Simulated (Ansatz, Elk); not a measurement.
# LuZrSn3: X-ray structure factors from the self-consistent density

The structure of LuZrSn3 used here is made up (a known structure type with other elements) and was relaxed beforehand with PBE. The aim is the Fourier transform of its all-electron density, F(hkl), set beside the sum over free spherical atoms that refinements use.

Method: DFT, PBE, all-electron APW+lo, Dirac cores, scalar-relativistic bands, static density, no spin, in Elk 11.2.3 (patched build).

The structure was built from a prototype and need not be the compound's stable phase.

### 1. The starting structure

Symmetry: I4mm, No. 107, tetragonal system. Conventional cell: a = 4.469 Å, b = 4.469 Å, c = 13.968 Å, α = 90.00°, β = 90.00°, γ = 90.00°. Lu has 8 Sn at 3.16 to 3.29 Å nearest. Nearest to Sn lie 2 Zr at 2.93 Å and 6 Sn at 3.16 to 3.21 Å and 2 Lu at 3.29 Å. Sn has 1 Zr at 2.80 Å and 4 Lu at 3.16 Å and 4 Sn at 3.21 Å nearest. Nearest to Zr lie 5 Sn at 2.80 to 2.93 Å. Farther neighbours are not listed.

Coordinates:

```cif
data_structure
_symmetry_space_group_name_H-M 'P 1'
_symmetry_Int_Tables_number 1
_cell_length_a 7.6656
_cell_length_b 7.6656
_cell_length_c 7.6656
_cell_angle_alpha 146.106
_cell_angle_beta 146.106
_cell_angle_gamma 48.689
_cell_volume 139.47
loop_
_atom_site_label
_atom_site_type_symbol
_atom_site_fract_x
_atom_site_fract_y
_atom_site_fract_z
_atom_site_occupancy
Lu1 Lu 0.95220 0.95220 0.00000 1
Sn2 Sn 0.77895 0.27895 0.50000 1
Sn3 Sn 0.27895 0.77895 0.50000 1
Sn4 Sn 0.44358 0.44358 0.00000 1
Zr5 Zr 0.64372 0.64372 0.00000 1
```

### 2. Ground state and structure factors

An all-electron density is needed, since X-rays see the cores too. Task 0 finds the density and task 195 Fourier-transforms it; tshift is off so that phases refer to the origin typed.

Contents of elk.in:

```
tasks
  0
  195

xctype
  20

spinpol
  .false.

rgkmax
  7.0

gmaxvr
  14.0

lmaxo
  7

lmaxapw
  8

swidth
  0.002

tshift
  .false.

ramdisk
  .false.

hmaxvr
  5.5

maxscl
  120

epspot
  1e-06

sppath
  './'

avec
  -4.22240786125 4.22240786125 13.19782901062
  4.22240786125 -4.22240786125 13.19782901062
  4.22240786125 4.22240786125 -13.19782901062

atoms
  3
  'Lu.in'
  1
  0.9521965520 0.9521965520 0.0000000000   0.000000 0.000000 0.000000
  'Sn.in'
  3
  0.7789524272 0.2789524272 0.5000000000   0.000000 0.000000 0.000000
  0.2789524272 0.7789524272 0.5000000000   0.000000 0.000000 0.000000
  0.4435819029 0.4435819029 0.0000000000   0.000000 0.000000 0.000000
  'Zr.in'
  1
  0.6437166908 0.6437166908 0.0000000000   0.000000 0.000000 0.000000

ngridk
  7 7 7
```

Run with:

```sh
$ OMP_NUM_THREADS=4 elk
```

Numbers of over 12 decimals in the logs are rounded to 6 here.

What it wrote:

```text
┌─────────────────────────┐
│ Elk code version 11.2.3 │
└─────────────────────────┘

All units are atomic (Hartree, Bohr, etc.)

┌─────────────────────────────────────────────────┐
│ Ground-state run starting from atomic densities │
└─────────────────────────────────────────────────┘

Lattice vectors :
  -4.222407861       4.222407861       13.19782901
   4.222407861      -4.222407861       13.19782901
   4.222407861       4.222407861      -13.19782901

Reciprocal lattice vectors :
 -0.1180155990E-16  0.7440287051      0.2380385934
  0.7440287051     -0.1180155990E-16  0.2380385934
  0.7440287051      0.7440287051      0.1035902179E-16

Unit cell volume      :    941.2020222
Brillouin zone volume :   0.2635461969

Muffin-tin inner radius fraction :   0.1000000000E-01

Nuclei treated as point charges

Species : 1 (Lu)
 parameters loaded from : Lu.in
 name : lutetium
 nuclear charge    :   -71.00000000
 electronic charge :    71.00000000
 atomic mass :    318945.3298
 muffin-tin radius :    2.800000000
 number of radial points in muffin-tin :   1393
 inner part over the whole radius :   0.9962478555E-02
 number on inner part of muffin-tin    :    999
 approximate nuclear radius :   0.9954169502E-04
 number of mesh points to nuclear radius :    517
 atomic positions (lattice), magnetic fields (Cartesian) :
  1 :   0.95219655  0.95219655  0.00000000    0.00000000  0.00000000  0.00000000

Species : 2 (Sn)
 parameters loaded from : Sn.in
 name : tin
 nuclear charge    :   -50.00000000
 electronic charge :    50.00000000
 atomic mass :    216395.0922
 muffin-tin radius :    2.600000000
 number of radial points in muffin-tin :   1193
 inner part over the whole radius :   0.9914297220E-02
 number on inner part of muffin-tin    :    850
 approximate nuclear radius :   0.8828114845E-04
 number of mesh points to nuclear radius :    428
 atomic positions (lattice), magnetic fields (Cartesian) :
  1 :   0.77895243  0.27895243  0.50000000    0.00000000  0.00000000  0.00000000
  2 :   0.27895243  0.77895243  0.50000000    0.00000000  0.00000000  0.00000000
  3 :   0.44358190  0.44358190  0.00000000    0.00000000  0.00000000  0.00000000

Species : 3 (Zr)
 parameters loaded from : Zr.in
 name : zirconium
 nuclear charge    :   -40.00000000
 electronic charge :    40.00000000
 atomic mass :    166291.1793
 muffin-tin radius :    2.600000000
 number of radial points in muffin-tin :   1193
 inner part over the whole radius :   0.9967875514E-02
 number on inner part of muffin-tin    :    848
 approximate nuclear radius :   0.8202877663E-04
 number of mesh points to nuclear radius :    417
 atomic positions (lattice), magnetic fields (Cartesian) :
  1 :   0.64371669  0.64371669  0.00000000    0.00000000  0.00000000  0.00000000

Total number of atoms per unit cell :    5
Total muffin-tin volume :    386.4410291
 ratio of muffin-tin to unit cell volume :   0.4105824467

Spin treatment :
 spin-unpolarised

Number of Bravais lattice symmetries :   16
Number of crystal symmetries         :    8
Crystal has no inversion symmetry
Complex Hermitian eigensolver will be used

k-point grid :      7     7     7
k-point offset :    0.000000000       0.000000000       0.000000000
k-point set is reduced with full crystal symmetry group
Total number of k-points :       70

Muffin-tin radius times maximum |G+k| :    7.000000000
 using average radius
Maximum |G+k| for APW functions       :    2.651515152
Maximum (1/2)|G+k|²                   :    3.515266299
Maximum |G| for potential and density :    14.00000000
Constant for pseudocharge density :   10
 order of it for each species :   17  17  17
 order of it for pair densities of each species (exact exchange by exxq0 0: 18) :   11   9   9
Radial integration step length :    1

G-vector grid sizes :     70    70    70
Number of G-vectors :    43571

Maximum angular momentum used for
 APW functions            :    8
 outer part of muffin-tin :    7
 inner part of muffin-tin :    2

Total nuclear charge    :   -261.0000000
[...]
xc potential                :     -1196.1755349119
 exchange                    :     -898.06779302288
 correlation                 :     -14.404032669068
 electron entropic           :    -0.18414858668890E-02
 total energy                :     -36718.932490840

Density of states at Fermi energy :    153.1332481
 (states/Hartree/unit cell)

Estimated indirect band gap :   0.3550242033E-03
 from k-point 32 to k-point 53
Estimated direct band gap   :   0.2080468454E-02
 at k-point 7

Charges :
 core                        :    164.0000000
 valence                     :    97.00000000
 interstitial                :    9.363762324
 muffin-tins (core leakage)
  species : 1 (Lu)
   atom 1                    :    68.80989163     (  0.3396303256E-06)
  species : 2 (Sn)
[...]
species : 3 (Zr)
[...]
total in muffin-tins        :    251.6362377
 total calculated charge     :    260.9993614
 total charge                :    261.0000000
 error                       :   0.6385658678E-03

RMS change in Kohn-Sham potential (target) :   0.1320254891     (  0.1000000000E-05)
Absolute change in total energy (target)   :   0.2986140911     (  0.1000000000E-03)

[... loops 3 to 18 left out ...]

┌──────────────────┐
│ Loop number : 19 │
└──────────────────┘

Energies :
 Fermi                       :     0.240018
 sum of occupied eigenvalues :     -22246.207401237
 electron kinetic            :      39488.850959279
 core electron kinetic       :      38218.015424873
 Coulomb                     :     -75293.680136426
 Coulomb potential           :     -60543.180150047
 nuclear-nuclear             :     -3297.2290371133
 electron-nuclear            :     -83518.957007018
 Hartree                     :      11522.505907705
 Madelung                    :     -45022.090061403
 xc potential                :     -1191.8782104695
 exchange                    :     -898.35892391515
 correlation                 :     -14.406822884528
 electron entropic           :    -0.18909875679679E-02
 total energy                :     -36717.596814935

Density of states at Fermi energy :    156.3082988
 (states/Hartree/unit cell)

Estimated indirect band gap :   0.4853240531E-03
 from k-point 16 to k-point 59
Estimated direct band gap   :   0.1656716445E-02
 at k-point 2

Charges :
 core                        :    164.0000000
 valence                     :    97.00000000
 interstitial                :    9.297382095
 muffin-tins (core leakage)
  species : 1 (Lu)
[...]
species : 2 (Sn)
[...]
species : 3 (Zr)
[...]
total in muffin-tins        :    251.7026179
 total calculated charge     :    260.9993950
 total charge                :    261.0000000
 error                       :   0.6050120653E-03

RMS change in Kohn-Sham potential (target) :   0.5933760875E-07 (  0.1000000000E-05)
Absolute change in total energy (target)   :   0.2018350642E-04 (  0.1000000000E-03)

Convergence targets achieved

┌──────────────────┐
│ Loop number : 20 │
└──────────────────┘

Energies :
 Fermi                       :     0.240018
 sum of occupied eigenvalues :     -22246.207397838
 electron kinetic            :      39488.850964212
 core electron kinetic       :      38218.015427566
 Coulomb                     :     -75293.680135782
 Coulomb potential           :     -60543.180151130
 nuclear-nuclear             :     -3297.2290371133
 electron-nuclear            :     -83518.957005030
 Hartree                     :      11522.505906361
 Madelung                    :     -45022.090060217
 xc potential                :     -1191.8782109196
 exchange                    :     -898.35892392562
 correlation                 :     -14.406822878306
 electron entropic           :    -0.18909875424681E-02
 total energy                :     -36717.596809362

Density of states at Fermi energy :    156.3082956
 (states/Hartree/unit cell)

Estimated indirect band gap :   0.4853258033E-03
 from k-point 16 to k-point 59
Estimated direct band gap   :   0.1656713719E-02
 at k-point 2

Charges :
 core                        :    164.0000000
 valence                     :    97.00000000
 interstitial                :    9.297381908
 muffin-tins (core leakage)
  species : 1 (Lu)
[...]
species : 2 (Sn)
[...]
atom 2                    :    48.23987997     (  0.6664703808E-04)
   atom 3                    :    48.28372066     (  0.6682700726E-04)
  species : 3 (Zr)
   atom 1                    :    37.86074052     (  0.2523856356E-05)
 total in muffin-tins        :    251.7026181
 total calculated charge     :    260.9993950
 total charge                :    261.0000000
 error                       :   0.6050121739E-03

┌──────────────────────────────┐
│ Self-consistent loop stopped │
└──────────────────────────────┘

Wrote STATE.OUT
```

The job ended after 2.5 min (4 threads of Arm Neoverse V1, shared host; peak memory 0.31 GiB; 8.2 min of CPU time).

SFACRHO.OUT:

```text

h k l indices transformed by vhmat matrix:
   1.000000000       0.000000000       0.000000000    
   0.000000000       1.000000000       0.000000000    
   0.000000000       0.000000000       1.000000000    

      h      k      l  multipl.   |H|            Re(F)            Im(F)           |F|

      0      0      0      1   0.0000000       261.00000     -0.51076016E-16   261.00000    
     -1     -1      1      1  0.47607719      -5.5282713       67.253470       67.480301    
      1      1     -1      1  0.47607719      -5.5282713      -67.253470       67.480301    
      0      1     -1      4  0.78117929      -1.9494418      -31.666146       31.726095    
     -1      0      1      4  0.78117929      -1.9494418       31.666146       31.726095    
     -2     -2      2      1  0.95215437       64.790632       60.224641       88.458088    
      2      2     -2      1  0.95215437       64.790632      -60.224641       88.458088    
      2      1     -2      4   1.0312808       48.487017      -25.763180       54.906578    
     -2     -1      2      4   1.0312808       48.487017       25.763180       54.906578    
      0      0      1      4   1.0522155       53.212770      0.36908868E-13   53.212770    
      0     -2      1      4   1.1549056       153.31143      0.69892719       153.31303    
      0      2     -1      4   1.1549056       153.31143     -0.69892719       153.31303    
      3      2     -2      4   1.4036160       17.990508       9.7188788       20.447860    
     -2     -3      3      4   1.4036160       17.990508      -9.7188788       20.447860    
     -2     -2      1      4   1.4190685      -58.899510       160.40589       170.87774    
      2      2     -1      4   1.4190685      -58.899510      -160.40589       170.87774    
     -3     -3      3      1   1.4282316      -50.735307       183.66924       190.54779    
      3      3     -3      1   1.4282316      -50.735307      -183.66924       190.54779
```

Elk indexes on the primitive cell of elk.in and gives |H| = 4π sin θ/λ in inverse bohr. Below, one row stands for each form hkl of the conventional cell (m members, Friedel mates merged), F is for one primitive cell and the density is static (no thermal factor). Free-atom factors are Waasmaier and Kirfel's, and R is Σm||F|−|F'||/Σm|F|.

```csv
hkl,m,sin θ/λ (Å⁻¹),"abs F, DFT",neutral atoms,diff.,abs of complex diff.
002,2,0.072,67.480,67.496,-0.016,0.066
101,8,0.117,31.726,31.550,+0.176,0.276
004,2,0.143,88.458,88.271,+0.187,0.187
103,8,0.155,54.907,55.157,-0.251,0.257
110,4,0.158,53.213,53.419,-0.206,0.206
112,8,0.174,153.313,153.478,-0.165,0.170
105,8,0.211,20.448,20.626,-0.178,0.215
114,8,0.213,170.878,171.299,-0.422,0.422
006,2,0.215,190.548,191.290,-0.743,0.748
200,4,0.224,205.147,205.597,-0.450,0.450
202,8,0.235,55.576,55.860,-0.284,0.288
211,16,0.253,26.509,26.605,-0.097,0.103
204,8,0.266,75.609,75.837,-0.228,0.232
116,8,0.267,46.525,46.518,+0.007,0.025
```

### 3. The highest occupied states alone

An energy window below the Fermi level keeps the highest occupied states, to see at which angles they scatter; shallow core shells can lie inside it and anion s states outside. No new self-consistency is needed.

Changes to elk.in since step 2:

```diff
@@ -1,3 +1,2 @@
 tasks
-  0
   195
@@ -40,2 +39,5 @@
 
+wsfac
+  -0.311220 0.540020
+
 sppath
```

Run with:

```sh
$ OMP_NUM_THREADS=4 elk
```

What it wrote:

```text
┌─────────────────────────────────┐
│ Elk code version 11.2.3 started │
└─────────────────────────────────┘

Info(readinput): the functional depends on the density's gradient
 muffin-tin radial points multiplied by    2.00000
 (not where nrmtscf is given)

┌────────────────────┐
│ Current task : 195 │
└────────────────────┘

Info(sfacrho): density structure factors written to SFACRHO.OUT

 Energy window :  -0.3112200000      0.5400200000

┌──────────────────┐
│ Elk code stopped │
└──────────────────┘
```

Wall time 25 s (4 threads); peak memory 0.21 GiB; 33 s of CPU time.

States within 15 eV below the Fermi level hold 33.00 electrons; any levels below the window count with the cores. Their amplitudes can exceed the total, where window and core parts have opposite phase:

```csv
hkl,sin θ/λ (Å⁻¹),"abs F, window","abs F, all"
002,0.072,13.379,67.480
101,0.117,11.655,31.726
004,0.143,13.625,88.458
103,0.155,12.370,54.907
110,0.158,12.400,53.213
112,0.174,12.867,153.313
105,0.211,11.170,20.448
114,0.213,11.342,170.878
006,0.215,11.170,190.548
200,0.224,11.196,205.147
```

### 4. Another functional

The difference from free atoms is small, so it is set against the change that PBEsol makes.

Changes to elk.in since step 3:

```diff
@@ -1,2 +1,3 @@
 tasks
+  0
   195
@@ -4,3 +5,3 @@
 xctype
-  20
+  22
 
@@ -39,5 +40,2 @@
 
-wsfac
-  -0.311220 0.540020
-
 sppath
```

Run with:

```sh
$ OMP_NUM_THREADS=4 elk
```

What it wrote:

```text
┌─────────────────────────┐
│ Elk code version 11.2.3 │
└─────────────────────────┘

All units are atomic (Hartree, Bohr, etc.)

┌─────────────────────────────────────────────────┐
│ Ground-state run starting from atomic densities │
└─────────────────────────────────────────────────┘

Lattice vectors :
  -4.222407861       4.222407861       13.19782901
   4.222407861      -4.222407861       13.19782901
   4.222407861       4.222407861      -13.19782901

Reciprocal lattice vectors :
 -0.1180155990E-16  0.7440287051      0.2380385934
[...]
interstitial                :    9.284833535
 muffin-tins (core leakage)
  species : 1 (Lu)
[...]
species : 2 (Sn)
[...]
atom 3                    :    48.28767069     (  0.6761324901E-04)
  species : 3 (Zr)
   atom 1                    :    37.85722652     (  0.2537728001E-05)
 total in muffin-tins        :    251.7151665
 total calculated charge     :    260.9993777
 total charge                :    261.0000000
 error                       :   0.6223177769E-03

┌──────────────────────────────┐
│ Self-consistent loop stopped │
└──────────────────────────────┘

Wrote STATE.OUT
[key lines of the parts left out:]
total energy                :     -36702.903955754
```

The job ended after 2.4 min (4 threads; peak memory 0.31 GiB; 7.8 min of CPU time).

Against the first run R = 0.01 %; the largest change is -0.032 at 220.

### 5. Basis size

The basis and the expansions that go with it are enlarged, to see whether the differences are converged.

Changes to elk.in since step 4:

```diff
@@ -5,3 +5,3 @@
 xctype
-  22
+  20
 
@@ -11,12 +11,12 @@
 rgkmax
-  7.0
+  8.5
 
 gmaxvr
-  14.0
+  18.0
 
 lmaxo
-  7
+  9
 
 lmaxapw
-  8
+  10
```

Run with:

```sh
$ OMP_NUM_THREADS=4 elk
```

What it wrote:

```text
┌─────────────────────────┐
│ Elk code version 11.2.3 │
└─────────────────────────┘

All units are atomic (Hartree, Bohr, etc.)

┌─────────────────────────────────────────────────┐
│ Ground-state run starting from atomic densities │
└─────────────────────────────────────────────────┘

Lattice vectors :
  -4.222407861       4.222407861       13.19782901
   4.222407861      -4.222407861       13.19782901
   4.222407861       4.222407861      -13.19782901

Reciprocal lattice vectors :
 -0.1180155990E-16  0.7440287051      0.2380385934
[...]
interstitial                :    9.254734203
 muffin-tins (core leakage)
  species : 1 (Lu)
[...]
species : 2 (Sn)
[...]
atom 3                    :    48.29045501     (  0.6675197960E-04)
  species : 3 (Zr)
   atom 1                    :    37.87449493     (  0.2527282028E-05)
 total in muffin-tins        :    251.7452658
 total calculated charge     :    260.9998117
 total charge                :    261.0000000
 error                       :   0.1883476580E-03

┌──────────────────────────────┐
│ Self-consistent loop stopped │
└──────────────────────────────┘

Wrote STATE.OUT
[key lines of the parts left out:]
total energy                :     -36717.635365443
```

Run time: 6.5 min. Hardware: 4 threads; peak memory 0.61 GiB.

Against the first run R = 0.00 %; the largest change is -0.018 at 314.

### 6. Settings against the effect

```csv
run,R against the first run (%),"R against neutral atoms, low angle (%)",wall time
"PBE, rgkmax 7",0.00,0.25,2.5 min
PBEsol,0.01,0.26,2.4 min
rgkmax 8.5 with larger expansions,0.00,0.25,6.5 min
```

### 7. Results

```
R against neutral atoms, sin θ/λ < 0.3 Å⁻¹ : 0.25 %
R against neutral atoms, 0.3 to 0.69 Å⁻¹   : 0.13 %
```

In words: Independent neutral atoms miss the calculated amplitudes by R = 0.25 % below 0.3 Å⁻¹ and 0.13 % from there to 0.69 Å⁻¹; by shells, 0.32 % below 0.15 Å⁻¹ (3 forms), 0.25 % 0.15 to 0.3 (14 forms), 0.09 % 0.3 to 0.45 (29 forms), 0.14 % above 0.45 (103 forms). Bonding, aspherical density and the tables' own atoms all enter these figures, and the runs don't part them. The largest change of an amplitude is -0.74 electrons, at 006. R counts amplitudes alone; phases shift too. The window's part falls from 33.0 electrons at the origin to at most 6.26 between 0.45 and 0.69 Å⁻¹, where compact states inside the window still scatter. Below 0.3 Å⁻¹ the changes that finished (PBEsol and rgkmax 8.5 with larger expansions) move F by R = 0.01 % at most, against the 0.25 % that separates it from free atoms. The k-mesh has no finished test. Spin-orbit coupling is left out, which can matter for elements this heavy. Part of the difference isn't bonding: the tables are fits to free atoms and ions calculated by other methods than this functional. Thermal motion, anomalous dispersion and extinction are left out.

[Logs are printed without paths, hosts, clocks, repeated set-up lines and the standing remarks that a program may print on its own settings, such as how far it seeks lower states.]

[Hosts, paths, dates, database ids (printed as entryN), source tags and the programs' standing remarks are cut or masked in the printed files.]
